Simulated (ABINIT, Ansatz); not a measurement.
**How the form of the self-energy moves the gap of CdS (Greenockite)**

Wanted: the gap of CdS (Greenockite) under several approximations, with cost.

Main program and level: ABINIT 10.8.3; PBE and many-body steps on it, plane waves.

This is a report of a sequence of runs, with most program output left out.

The database entry behind the starting cell differs from later determinations by our own check (about 0.35 % long), so it need not match the best structure at ambient conditions.

**1. Set-up**

It takes space group P6_3mc (No. 186, hexagonal). The conventional cell has a = 4.150 Å, b = 4.150 Å, c = 6.737 Å, α = 90.00°, β = 90.00°, γ = 120.00°. Nearest to Cd lie 4 S at 2.53 to 2.54 Å. Nearest to S lie 4 Cd at 2.53 to 2.54 Å. Farther neighbours and most contacts between anions are not listed.

The cell and positions come from the Crystallography Open Database and are kept as given unless a step says otherwise.

**2. Empty states on the mesh, 3×3×2 mesh, 475 bands**

This step: ABINIT 10.8.3; DFT, PBE, plane waves, norm-conserving pseudopotentials.

The sums over transitions need many empty states on a uniform mesh; this step solves for them.

Contents of run.abi:

```
acell 3*1.0 Angstrom
rprim 
  4.149999999997 0.000000000001 0.000000000000
  -2.074999999999 3.594005425702 0.000000000000
  0.000000000000 0.000000000000 6.737000000000
ntypat 2
znucl 48 16
natom 4
typat 1 1 2 2
xred 
  0.333333333333 0.666666666667 0.000000000000
  0.666666666667 0.333333333333 0.500000000000
  0.333333333333 0.666666666667 0.375000000000
  0.666666666667 0.333333333333 0.875000000000
pp_dirpath "pseudos"
pseudos "Cd.upf, S.upf"
ecut 47
ngkpt 3 3 2
nshiftk 1
shiftk 0 0 0
kptopt 1
chksymbreak 0
iscf -2
irdden 1
istwfk *1
nband 475
nbdbuf 42
tolwfr 1e-09
nstep 60
prtvol 0
indata_prefix "in"
outdata_prefix "out"
tmpdata_prefix "tmp"
```

Command:

```
OMP_NUM_THREADS=1 mpirun -n 4 abinit run.abi > log
```

Wall time 18 min (4 MPI ranks of Arm Neoverse V1, shared host); peak memory 0.84 GiB.

Numbers from this step:

* gap: 1.175 eV
* k of the valence top: 0, 0, 0
* k of the conduction bottom: 0, 0, 0
* least direct gap: 1.175 eV
* k points computed: 6
* lowest point of the top converged band, above the valence top: 138.5805 eV

On this mesh the gap is 1.175 eV.

The density comes from a self-consistent run that is not shown.

**3. Screening, 3×3×2 mesh, 192 bands, screening to 141.5 eV**

The RPA dielectric matrix is built and inverted for each q.

This step: RPA screening on PBE, plane waves, norm-conserving pseudopotentials.

run.abi, as its differences from that of step 2:

```diff
@@ -22,10 +22,11 @@
 chksymbreak 0
-iscf -2
-irdden 1
 istwfk *1
-nband 475
-nbdbuf 42
-tolwfr 1e-09
-nstep 60
-prtvol 0
+occopt 1
+irdwfk 1
+optdriver 3
+nband 192
+ecuteps 5.2
+inclvkb 2
+awtr 1
+symchi 1
 indata_prefix "in"
```

Elapsed: 94 s, on 4 MPI ranks; peak memory 1.7 GiB; 6.3 min of CPU time.

This step gave:

| Property | Result |
| --- | --- |
| ε∞ with local fields, on this mesh, along the program's q direction | 13.92 |
| the same without local fields | 14.73 |
| plasma frequency | 26.71 eV |
| plane waves in the screening matrix | 379 |

Local fields lower ε∞ by 5 %. On a Γ-centred mesh this coarse the value itself is usually too large, while a short band sum pulls it down.

**4. G0W0, Godby-Needs plasmon pole**

The self-energy is evaluated for the states that the input lists, and the levels follow from it, in one-shot runs by the linearised quasiparticle equation.

This step: G0W0 on PBE, plane waves, norm-conserving pseudopotentials.

run.abi, as its differences from that of step 3:

```diff
@@ -25,8 +25,15 @@
 irdwfk 1
-optdriver 3
+optdriver 4
 nband 192
+gwcalctyp 0
+ecutsigx 47
+symsigma 1
+nkptgw 1
+kptgw 
+  0.0000000000 0.0000000000 0.0000000000
+bdgw 
+  25 28
 ecuteps 5.2
-inclvkb 2
-awtr 1
-symchi 1
+irdscr 1
+ppmodel 1
 indata_prefix "in"
```

Run time: 12 s. Hardware: 4 MPI ranks; peak memory 1.3 GiB.

This step gave:

* G0W0 gap on the points computed: 2.018 eV
* starting gap on the mesh: 1.175 eV
* k of the valence top: 0, 0, 0
* k of the conduction bottom: 0, 0, 0
* Z at the valence top: 0.779
* Z at the conduction bottom: 0.812
* least direct G0W0 gap on the computed points: 2.018 eV

The gap on the mesh goes from 1.18 eV to 2.02 eV, a correction of +0.84 eV.

**5. G0W0, Engel-Farid plasmon pole**

run.abi, as its differences from that of step 4:

```diff
@@ -37,3 +37,3 @@
 irdscr 1
-ppmodel 1
+ppmodel 4
 indata_prefix "in"
```

Elapsed: 8.2 s, on 4 MPI ranks; peak memory 1.2 GiB.

Numbers from this step:

```
G0W0 gap on the points computed              : 1.969 eV
starting gap on the mesh                     : 1.175 eV
k of the valence top                         : 0, 0, 0
k of the conduction bottom                   : 0, 0, 0
Z at the valence top                         : 0.788
Z at the conduction bottom                   : 0.82
least direct G0W0 gap on the computed points : 1.969 eV
```

Against G0W0 in ABINIT (3×3×2 mesh, 192 bands, screening to 141.5 eV, Godby-Needs plasmon pole), the gap moves by −0.049 eV.

**6. G0W0, von der Linden-Horsch plasmon pole**

run.abi, as its differences from that of step 5:

```diff
@@ -37,3 +37,3 @@
 irdscr 1
-ppmodel 4
+ppmodel 3
 indata_prefix "in"
```

Wall time 8.2 s (4 MPI ranks); peak memory 1.2 GiB.

This step gave:

```
G0W0 gap on the points computed              : 2.003 eV
starting gap on the mesh                     : 1.175 eV
k of the valence top                         : 0, 0, 0
k of the conduction bottom                   : 0, 0, 0
least direct G0W0 gap on the computed points : 2.003 eV
```

Against G0W0 in ABINIT (3×3×2 mesh, 192 bands, screening to 141.5 eV, Godby-Needs plasmon pole), the gap moves by −0.015 eV.

**7. One-shot Hartree-Fock**

This step: one-shot Hartree-Fock on PBE, plane waves, norm-conserving pseudopotentials.

run.abi, as its differences from that of step 6:

```diff
@@ -26,4 +26,4 @@
 optdriver 4
-nband 192
-gwcalctyp 0
+nband 30
+gwcalctyp 5
 ecutsigx 47
@@ -35,5 +35,4 @@
   25 28
-ecuteps 5.2
-irdscr 1
-ppmodel 3
+ixc_sigma 40
+fftgw 31
 indata_prefix "in"
```

Run time: 3.8 s. Hardware: 4 MPI ranks; peak memory 0.95 GiB.

This step gave:

| Property | Result |
| --- | --- |
| quasiparticle gap on the points computed | 8.226 eV |
| starting gap on the mesh | 1.175 eV |
| k of the valence top | 0, 0, 0 |
| k of the conduction bottom | 0, 0, 0 |
| least direct quasiparticle gap on the computed points | 8.226 eV |

Against G0W0 in ABINIT (3×3×2 mesh, 192 bands, screening to 141.5 eV, Godby-Needs plasmon pole), the gap moves by +6.208 eV.

**8. The runs together**

Times are wall times on 4 MPI ranks of Arm Neoverse V1, shared host, good to a factor of about two. A run's time includes the screening step that it read.

| run | mesh | bands | screening cutoff (eV) | DFT gap (eV) | gap on the mesh (eV) | direct (eV) | ε∞ used | time |
| --- | --- | --- | --- | --- | --- | --- | --- | --- |
| G0W0, Godby-Needs plasmon pole | 3×3×2 | 192 | 141.5 | 1.175 | 2.018 | 2.018 | 13.92 | 1.8 min |
| G0W0, Engel-Farid plasmon pole | 3×3×2 | 192 | 141.5 | 1.175 | 1.969 | 1.969 | 13.92 | 1.7 min |
| G0W0, von der Linden-Horsch plasmon pole | 3×3×2 | 192 | 141.5 | 1.175 | 2.003 | 2.003 | 13.92 | 1.7 min |
| one-shot Hartree-Fock | 3×3×2 | - | - | 1.175 | 8.226 | 8.226 | - | 3.8 s |

**9. Results**

```
G0W0, Godby-Needs plasmon pole           : 2.018 eV
G0W0, Engel-Farid plasmon pole           : 1.969 eV
G0W0, von der Linden-Horsch plasmon pole : 2.003 eV
one-shot Hartree-Fock                    : 8.226 eV
known limits                             : not at the basis limit; no spin-orbit coupling; coarse k mesh
```

What this shows: G0W0, Engel-Farid plasmon pole: −0.049 eV against G0W0, Godby-Needs plasmon pole. G0W0, von der Linden-Horsch plasmon pole: −0.015 eV against G0W0, Godby-Needs plasmon pole. One-shot Hartree-Fock: +6.208 eV against G0W0, Godby-Needs plasmon pole. Bare exchange alone opens the gap to 8.23 eV; against G0W0, correlation takes back 6.21 eV. Bands and cutoff are finite, so the gap is not at the basis limit. The miss can reach some tenths of an eV and take either sign; the mesh is an error of its own. In the G0W0 runs levels were corrected at 1 k point alone, so a gap called «on the mesh» is the least over those, and an edge elsewhere would be missed. The 3×3×2 mesh is coarse for this cell, which bears on the long-range parts of exchange and screening. The many-body steps are scalar-relativistic: spin-orbit coupling is not in them.

[Paths, hosts, dates, memory and timing lines, banners, echoed tables and standing remarks are left out of the program output.]

[Logs are printed without paths, hosts, clocks, repeated set-up lines and the standing remarks that a program may print on its own settings, such as how far it seeks lower states.]

[Runs of the session that timed out or met a known fault of the program may be left out.]

[Hosts, paths, dates, database ids (printed as entryN), source tags and the programs' standing remarks are cut or masked in the printed files.]

[G0W0 gaps are taken among the corrected bands and points alone; a level outside them can change the order at an edge.]

[Where Ansatz stands beside ABINIT at settings called matched, ABINIT's density can come from a denser mesh and the files from another edition; pairs whose starting gaps differed by over 0.03 eV were left out, so agreement reads better than it is.]
